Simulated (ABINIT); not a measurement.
# CdSiS3 (Pm-3m): zone-centre phonons, part 3 of 4

Aim: the zone-centre modes of CdSiS3 (Pm-3m).

ABINIT 10.8.3; DFT PBEsol, scalar-relativistic, plane waves, PseudoDojo norm-conserving pseudopotentials.

So far. Step 4 (Relaxation): The volume changes by -0.4 % in this run and stands +8.3 % from the first cell. Step 6 (Linear response at Γ): The acoustic modes at Γ come out as far as 4.1 cm⁻¹ from zero, where they should vanish, a small numerical error. The lowest optical mode is imaginary, 185i cm⁻¹, an instability at this level and on this k mesh. The relaxed cell has a = 4.508 Å (conventional setting).

The structure was built from a prototype and need not be the compound's stable phase.

## (7) Modes with the sum rule

anaddb reads the merged derivatives and imposes the acoustic sum rule.

Contents of anaddb.abi:

```
ddb_filepath "gamma_DDB"
output_file "anaddb.abo"
outdata_prefix "anaddb"
asr 1
chneut 1
enunit 2
eivec 1
nph1l 1
qph1l 0.0 0.0 0.0 1.0
```

Contents of mrgddb.in:

```
gamma_DDB
merged
2
dfpt_gammao_DDB
gso_DDB
```

Launch:

```
mrgddb < mrgddb.in > mrgddb.log
OMP_NUM_THREADS=1 anaddb anaddb.abi > anaddb.log
```

anaddb.abo, the main output file:

```text
-outvars_anaddb: echo values of input variables ----------------------

 Miscellaneous information :
      enunit         2
       eivec         1
         asr         1
 First list of wavevector (reduced coord.) :
       nph1l         1
       qph1l
                     0.00000000E+00  0.00000000E+00  0.00000000E+00    1.000E+00

================================================================================

 read the DDB information and perform some checks

  ==== Info on the Cryst% object ====
 Real(R)+Recip(G) space primitive vectors, cartesian coordinates (Bohr,Bohr^-1):
 R(1)=  8.5198028  0.0000000  0.0000000  G(1)=  0.1173736  0.0000000  0.0000000
 R(2)=  0.0000000  8.5198028  0.0000000  G(2)=  0.0000000  0.1173736  0.0000000
 R(3)=  0.0000000  0.0000000  8.5198028  G(3)=  0.0000000  0.0000000  0.1173736
 Unit cell volume ucvol=  6.1842727E+02 bohr^3
 Angles (23,13,12)=  9.00000000E+01  9.00000000E+01  9.00000000E+01 degrees
 Time-reversal symmetry is present
 Reduced atomic positions [iatom, xred, symbol]:
    1)    0.0000000  0.0000000  0.0000000  Cd
    2)    0.5000000  0.5000000  0.5000000  Si
    3)    0.5000000  0.5000000  0.0000000   S
    4)    0.5000000  0.0000000  0.5000000   S
    5)    0.0000000  0.5000000  0.5000000   S

 DDB file with 3 blocks has been read.

================================================================================

 Treat the first list of vectors

  Phonon wavevector (reduced coordinates) :  0.00000  0.00000  0.00000
 Phonon energies in Hartree :
  -8.439512E-04 -8.439512E-04 -8.439512E-04 -5.035861E-04 -5.035861E-04
  -5.035861E-04 -7.706447E-05 -7.706447E-05 -7.706447E-05  1.005049E-07
   1.005276E-07  1.005958E-07  1.760754E-03  1.760754E-03  1.760754E-03
 Phonon energies in meV     :
- -2.296508E+01 -2.296508E+01 -2.296508E+01 -1.370328E+01 -1.370328E+01
- -1.370328E+01 -2.097031E+00 -2.097031E+00 -2.097031E+00  2.734878E-03
-  2.735496E-03  2.737352E-03  4.791256E+01  4.791256E+01  4.791256E+01
 Phonon frequencies in cm-1    :
- -1.852259E+02 -1.852259E+02 -1.852259E+02 -1.105244E+02 -1.105244E+02
- -1.105244E+02 -1.691370E+01 -1.691370E+01 -1.691370E+01  2.205827E-02
-  2.206326E-02  2.207823E-02  3.864409E+02  3.864409E+02  3.864409E+02
 Phonon frequencies in Thz     :
- -5.552932E+00 -5.552932E+00 -5.552932E+00 -3.313437E+00 -3.313437E+00
- -3.313437E+00 -5.070598E-01 -5.070598E-01 -5.070598E-01  6.612904E-04
-  6.614400E-04  6.618887E-04  1.158521E+01  1.158521E+01  1.158521E+01
 Phonon energies in Kelvin  :
- -2.664987E+02 -2.664987E+02 -2.664987E+02 -1.590199E+02 -1.590199E+02
- -1.590199E+02 -2.433503E+01 -2.433503E+01 -2.433503E+01  3.173694E-02
-  3.174412E-02  3.176565E-02  5.560022E+02  5.560022E+02  5.560022E+02

 Eigendisplacements
 (will be given, for each mode : in cartesian coordinates
   for each atom the real part of the displacement vector,
   then the imaginary part of the displacement vector - absolute values smaller than 1.0d-7 are set to zero)
  Mode number    1   Energy   -8.439512E-04
 Attention : low frequency mode.
   (Could be unstable or acoustic mode)
-  1  0.00000000E+00  0.00000000E+00  0.00000000E+00
-     0.00000000E+00  0.00000000E+00  0.00000000E+00
-  2  0.00000000E+00  0.00000000E+00  0.00000000E+00
-     0.00000000E+00  0.00000000E+00  0.00000000E+00
-  3  0.00000000E+00  0.00000000E+00  0.00000000E+00
-     0.00000000E+00  0.00000000E+00  0.00000000E+00
-  4  0.00000000E+00  0.00000000E+00 -2.92470830E-03
-     0.00000000E+00  0.00000000E+00  0.00000000E+00
-  5  0.00000000E+00  0.00000000E+00  2.92470830E-03
-     0.00000000E+00  0.00000000E+00  0.00000000E+00
  Mode number    2   Energy   -8.439512E-04
 Attention : low frequency mode.
   (Could be unstable or acoustic mode)
-  1  0.00000000E+00  0.00000000E+00  0.00000000E+00
-     0.00000000E+00  0.00000000E+00  0.00000000E+00
-  2  0.00000000E+00  0.00000000E+00  0.00000000E+00
-     0.00000000E+00  0.00000000E+00  0.00000000E+00
-  3  0.00000000E+00 -2.92470830E-03  0.00000000E+00
-     0.00000000E+00  0.00000000E+00  0.00000000E+00
-  4  0.00000000E+00  0.00000000E+00  0.00000000E+00
-     0.00000000E+00  0.00000000E+00  0.00000000E+00
-  5  0.00000000E+00  2.92470830E-03  0.00000000E+00
-     0.00000000E+00  0.00000000E+00  0.00000000E+00
  Mode number    3   Energy   -8.439512E-04
 Attention : low frequency mode.
   (Could be unstable or acoustic mode)
-  1  0.00000000E+00  0.00000000E+00  0.00000000E+00
-     0.00000000E+00  0.00000000E+00  0.00000000E+00
-  2  0.00000000E+00  0.00000000E+00  0.00000000E+00
-     0.00000000E+00  0.00000000E+00  0.00000000E+00
-  3  2.92470830E-03  0.00000000E+00  0.00000000E+00
-     0.00000000E+00  0.00000000E+00  0.00000000E+00
-  4 -2.92470830E-03  0.00000000E+00  0.00000000E+00
-     0.00000000E+00  0.00000000E+00  0.00000000E+00
-  5  0.00000000E+00  0.00000000E+00  0.00000000E+00
-     0.00000000E+00  0.00000000E+00  0.00000000E+00
  Mode number    4   Energy   -5.035861E-04
 Attention : low frequency mode.
   (Could be unstable or acoustic mode)
-  1  0.00000000E+00  0.00000000E+00  8.47052447E-04
-     0.00000000E+00  0.00000000E+00  0.00000000E+00
-  2  0.00000000E+00  0.00000000E+00  1.97513618E-03
-     0.00000000E+00  0.00000000E+00  0.00000000E+00
-  3  0.00000000E+00  0.00000000E+00  2.88724598E-05
-     0.00000000E+00  0.00000000E+00  0.00000000E+00
-  4  0.00000000E+00  0.00000000E+00 -2.36377240E-03
-     0.00000000E+00  0.00000000E+00  0.00000000E+00
-  5  0.00000000E+00  0.00000000E+00 -2.36377240E-03
-     0.00000000E+00  0.00000000E+00  0.00000000E+00
  Mode number    5   Energy   -5.035861E-04
 Attention : low frequency mode.
   (Could be unstable or acoustic mode)
-  1  0.00000000E+00  8.47052447E-04  0.00000000E+00
-     0.00000000E+00  0.00000000E+00  0.00000000E+00
-  2  0.00000000E+00  1.97513618E-03  0.00000000E+00
-     0.00000000E+00  0.00000000E+00  0.00000000E+00
-  3  0.00000000E+00 -2.36377240E-03  0.00000000E+00
-     0.00000000E+00  0.00000000E+00  0.00000000E+00
-  4  0.00000000E+00  2.88724598E-05  0.00000000E+00
-     0.00000000E+00  0.00000000E+00  0.00000000E+00
-  5  0.00000000E+00 -2.36377240E-03  0.00000000E+00
-     0.00000000E+00  0.00000000E+00  0.00000000E+00
  Mode number    6   Energy   -5.035861E-04
 Attention : low frequency mode.
   (Could be unstable or acoustic mode)
-  1  8.47052447E-04  0.00000000E+00  0.00000000E+00
-     0.00000000E+00  0.00000000E+00  0.00000000E+00
-  2  1.97513618E-03  0.00000000E+00  0.00000000E+00
-     0.00000000E+00  0.00000000E+00  0.00000000E+00
-  3 -2.36377240E-03  0.00000000E+00  0.00000000E+00
-     0.00000000E+00  0.00000000E+00  0.00000000E+00
-  4 -2.36377240E-03  0.00000000E+00  0.00000000E+00
-     0.00000000E+00  0.00000000E+00  0.00000000E+00
-  5  2.88724598E-05  0.00000000E+00  0.00000000E+00
-     0.00000000E+00  0.00000000E+00  0.00000000E+00
  Mode number    7   Energy   -7.706447E-05
 Attention : low frequency mode.
   (Could be unstable or acoustic mode)
-  1  0.00000000E+00  0.00000000E+00 -1.35643819E-03
-     0.00000000E+00  0.00000000E+00  0.00000000E+00
-  2  0.00000000E+00  0.00000000E+00  2.92477293E-03
-     0.00000000E+00  0.00000000E+00  0.00000000E+00
-  3  0.00000000E+00  0.00000000E+00  1.74943539E-03
-     0.00000000E+00  0.00000000E+00  0.00000000E+00
-  4  0.00000000E+00  0.00000000E+00  2.28950088E-04
-     0.00000000E+00  0.00000000E+00  0.00000000E+00
-  5  0.00000000E+00  0.00000000E+00  2.28950088E-04
-     0.00000000E+00  0.00000000E+00  0.00000000E+00
  Mode number    8   Energy   -7.706447E-05
 Attention : low frequency mode.
   (Could be unstable or acoustic mode)
-  1  0.00000000E+00  1.35643819E-03  0.00000000E+00
-     0.00000000E+00  0.00000000E+00  0.00000000E+00
-  2  0.00000000E+00 -2.92477293E-03  0.00000000E+00
-     0.00000000E+00  0.00000000E+00  0.00000000E+00
-  3  0.00000000E+00 -2.28950088E-04  0.00000000E+00
-     0.00000000E+00  0.00000000E+00  0.00000000E+00
-  4  0.00000000E+00 -1.74943539E-03  0.00000000E+00
-     0.00000000E+00  0.00000000E+00  0.00000000E+00
-  5  0.00000000E+00 -2.28950088E-04  0.00000000E+00
-     0.00000000E+00  0.00000000E+00  0.00000000E+00
  Mode number    9   Energy   -7.706447E-05
 Attention : low frequency mode.
   (Could be unstable or acoustic mode)
-  1  1.35643819E-03  0.00000000E+00  0.00000000E+00
-     0.00000000E+00  0.00000000E+00  0.00000000E+00
-  2 -2.92477293E-03  0.00000000E+00  0.00000000E+00
-     0.00000000E+00  0.00000000E+00  0.00000000E+00
-  3 -2.28950088E-04  0.00000000E+00  0.00000000E+00
-     0.00000000E+00  0.00000000E+00  0.00000000E+00
-  4 -2.28950088E-04  0.00000000E+00  0.00000000E+00
-     0.00000000E+00  0.00000000E+00  0.00000000E+00
-  5 -1.74943539E-03  0.00000000E+00  0.00000000E+00
-     0.00000000E+00  0.00000000E+00  0.00000000E+00
  Mode number   10   Energy    1.005049E-07
 Attention : low frequency mode.
   (Could be unstable or acoustic mode)
-  1  0.00000000E+00  0.00000000E+00  1.52401393E-03
-     0.00000000E+00  0.00000000E+00  0.00000000E+00
-  2  0.00000000E+00  0.00000000E+00  1.51865457E-03
-     0.00000000E+00  0.00000000E+00  0.00000000E+00
-  3  0.00000000E+00  0.00000000E+00  1.52021572E-03
-     0.00000000E+00  0.00000000E+00  0.00000000E+00
-  4  0.00000000E+00  0.00000000E+00  1.52226153E-03
-     0.00000000E+00  0.00000000E+00  0.00000000E+00
-  5  0.00000000E+00  0.00000000E+00  1.52226153E-03
-     0.00000000E+00  0.00000000E+00  0.00000000E+00
  Mode number   11   Energy    1.005276E-07
 Attention : low frequency mode.
   (Could be unstable or acoustic mode)
-  1  0.00000000E+00 -1.52401393E-03  0.00000000E+00
-     0.00000000E+00  0.00000000E+00  0.00000000E+00
-  2  0.00000000E+00 -1.51865457E-03  0.00000000E+00
-     0.00000000E+00  0.00000000E+00  0.00000000E+00
-  3  0.00000000E+00 -1.52226153E-03  0.00000000E+00
-     0.00000000E+00  0.00000000E+00  0.00000000E+00
-  4  0.00000000E+00 -1.52021572E-03  0.00000000E+00
-     0.00000000E+00  0.00000000E+00  0.00000000E+00
-  5  0.00000000E+00 -1.52226153E-03  0.00000000E+00
-     0.00000000E+00  0.00000000E+00  0.00000000E+00
  Mode number   12   Energy    1.005958E-07
 Attention : low frequency mode.
   (Could be unstable or acoustic mode)
-  1  1.52401393E-03  0.00000000E+00  0.00000000E+00
-     0.00000000E+00  0.00000000E+00  0.00000000E+00
-  2  1.51865457E-03  0.00000000E+00  0.00000000E+00
-     0.00000000E+00  0.00000000E+00  0.00000000E+00
-  3  1.52226153E-03  0.00000000E+00  0.00000000E+00
-     0.00000000E+00  0.00000000E+00  0.00000000E+00
-  4  1.52226153E-03  0.00000000E+00  0.00000000E+00
-     0.00000000E+00  0.00000000E+00  0.00000000E+00
-  5  1.52021572E-03  0.00000000E+00  0.00000000E+00
-     0.00000000E+00  0.00000000E+00  0.00000000E+00
  Mode number   13   Energy    1.760754E-03
-  1  0.00000000E+00  0.00000000E+00  9.25783348E-06
-     0.00000000E+00  0.00000000E+00  0.00000000E+00
-  2  0.00000000E+00  0.00000000E+00 -2.18419881E-03
-     0.00000000E+00  0.00000000E+00  0.00000000E+00
-  3  0.00000000E+00  0.00000000E+00  3.42570046E-03
-     0.00000000E+00  0.00000000E+00  0.00000000E+00
-  4  0.00000000E+00  0.00000000E+00 -7.72528540E-04
-     0.00000000E+00  0.00000000E+00  0.00000000E+00
-  5  0.00000000E+00  0.00000000E+00 -7.72528540E-04
-     0.00000000E+00  0.00000000E+00  0.00000000E+00
  Mode number   14   Energy    1.760754E-03
-  1  0.00000000E+00  9.25783348E-06  0.00000000E+00
-     0.00000000E+00  0.00000000E+00  0.00000000E+00
-  2  0.00000000E+00 -2.18419881E-03  0.00000000E+00
-     0.00000000E+00  0.00000000E+00  0.00000000E+00
-  3  0.00000000E+00 -7.72528540E-04  0.00000000E+00
-     0.00000000E+00  0.00000000E+00  0.00000000E+00
-  4  0.00000000E+00  3.42570045E-03  0.00000000E+00
-     0.00000000E+00  0.00000000E+00  0.00000000E+00
-  5  1.24193534E-07 -7.72528540E-04  0.00000000E+00
-     0.00000000E+00  0.00000000E+00  0.00000000E+00
  Mode number   15   Energy    1.760754E-03
-  1  9.25783348E-06  0.00000000E+00  0.00000000E+00
-     0.00000000E+00  0.00000000E+00  0.00000000E+00
-  2 -2.18419881E-03  0.00000000E+00  0.00000000E+00
-     0.00000000E+00  0.00000000E+00  0.00000000E+00
-  3 -7.72528540E-04  0.00000000E+00  0.00000000E+00
-     0.00000000E+00  0.00000000E+00  0.00000000E+00
-  4 -7.72528540E-04 -1.24193534E-07  0.00000000E+00
-     0.00000000E+00  0.00000000E+00  0.00000000E+00
-  5  3.42570045E-03  0.00000000E+00  0.00000000E+00
-     0.00000000E+00  0.00000000E+00  0.00000000E+00

 Analysis of degeneracies and characters (maximum tolerance=1.00E-06 a.u.)
 For each vibration mode, or group of modes if degenerate,
 the characters are given for each symmetry operation (see the list in the log file).
 Symmetry characters of vibration mode #   1
       degenerate with vibration modes #   2 to    3
  3.0 -3.0 -1.0  1.0 -1.0  1.0 -1.0  1.0 -1.0  1.0  1.0 -1.0 -1.0  1.0  1.0 -1.0
  0.0 -0.0  0.0 -0.0 -0.0  0.0 -0.0  0.0 -1.0  1.0  1.0 -1.0  1.0 -1.0 -1.0  1.0
  0.0 -0.0 -0.0  0.0 -0.0  0.0  0.0 -0.0 -1.0  1.0 -1.0  1.0  1.0 -1.0  1.0 -1.0
 Symmetry characters of vibration mode #   4
       degenerate with vibration modes #   5 to    6
  3.0 -3.0 -1.0  1.0 -1.0  1.0 -1.0  1.0  1.0 -1.0 -1.0  1.0  1.0 -1.0 -1.0  1.0
  0.0 -0.0  0.0 -0.0 -0.0  0.0 -0.0  0.0  1.0 -1.0 -1.0  1.0 -1.0  1.0  1.0 -1.0
  0.0 -0.0 -0.0  0.0 -0.0  0.0  0.0 -0.0  1.0 -1.0  1.0 -1.0 -1.0  1.0 -1.0  1.0
 Symmetry characters of vibration mode #   7
       degenerate with vibration modes #   8 to    9
  3.0 -3.0 -1.0  1.0 -1.0  1.0 -1.0  1.0  1.0 -1.0 -1.0  1.0  1.0 -1.0 -1.0  1.0
 -0.0  0.0  0.0 -0.0 -0.0  0.0  0.0 -0.0  1.0 -1.0 -1.0  1.0 -1.0  1.0  1.0 -1.0
 -0.0  0.0 -0.0  0.0  0.0 -0.0  0.0 -0.0  1.0 -1.0  1.0 -1.0 -1.0  1.0 -1.0  1.0
 Symmetry characters of vibration mode #  10
       degenerate with vibration modes #  11 to   12
  3.0 -3.0 -1.0  1.0 -1.0  1.0 -1.0  1.0  1.0 -1.0 -1.0  1.0  1.0 -1.0 -1.0  1.0
 -0.0  0.0 -0.0  0.0  0.0 -0.0  0.0 -0.0  1.0 -1.0 -1.0  1.0 -1.0  1.0  1.0 -1.0
 -0.0  0.0  0.0 -0.0  0.0 -0.0 -0.0  0.0  1.0 -1.0  1.0 -1.0 -1.0  1.0 -1.0  1.0
 Symmetry characters of vibration mode #  13
       degenerate with vibration modes #  14 to   15
  3.0 -3.0 -1.0  1.0 -1.0  1.0 -1.0  1.0  1.0 -1.0 -1.0  1.0  1.0 -1.0 -1.0  1.0
 -0.0  0.0 -0.0  0.0  0.0 -0.0  0.0 -0.0  1.0 -1.0 -1.0  1.0 -1.0  1.0  1.0 -1.0
 -0.0  0.0  0.0 -0.0  0.0 -0.0 -0.0  0.0  1.0 -1.0  1.0 -1.0 -1.0  1.0 -1.0  1.0
-
```

Elapsed: 0.52 s, on 1 thread of Arm Neoverse V1, shared host.

Numbers from this step:

* highest optical zone-centre mode (no LO-TO term): 386.4 cm⁻¹
* lowest optical zone-centre mode: -185.2 cm⁻¹

No LO-TO term; unit eigenvectors of the mass-weighted matrix, from anaddb's displacements. Modes at Γ, with each element's share of the kinetic energy (negative means imaginary):

```csv
mode,frequency (cm⁻¹),symmetry,Cd %,Si %,S %
1,-185.2,T2u,0,0,100
2,-185.2,T2u,0,0,100
3,-185.2,T2u,0,0,100
4,-110.5,T1u,15,20,65
5,-110.5,T1u,15,20,65
6,-110.5,T1u,15,20,65
7,-16.9,T1u,38,44,19
8,-16.9,T1u,38,44,19
9,-16.9,T1u,38,44,19
10,0.0,acoustic,48,12,41
11,0.0,acoustic,48,12,41
12,0.0,acoustic,48,12,41
13,386.4,T1u,0,24,76
14,386.4,T1u,0,24,76
15,386.4,T1u,0,24,76
```

Displacements in mode 1 (-185.2 cm⁻¹), the largest set to 1:
```
Cd1  0.00  0.00  0.00
Si2  0.00  0.00  0.00
S3   0.00  0.00  0.00
S4   0.00  0.00 -1.00
S5   0.00  0.00  1.00
```

Displacements in mode 13 (386.4 cm⁻¹), the largest set to 1:
```
Cd1  0.00  0.00  0.00
Si2  0.00  0.00 -0.64
S3   0.00  0.00  1.00
S4   0.00  0.00 -0.23
S5   0.00  0.00 -0.23
```

The rule also moves an optical mode by 0.7 cm⁻¹.

[end of part 3 of 4]

[Host names and launcher messages were left out of these logs when they were recorded.]

[Logs are printed without paths, hosts, clocks, repeated set-up lines and the standing remarks that a program may print on its own settings, such as how far it seeks lower states.]

[Hosts, paths, dates, database ids (printed as entryN), source tags and the programs' standing remarks are cut or masked in the printed files.]
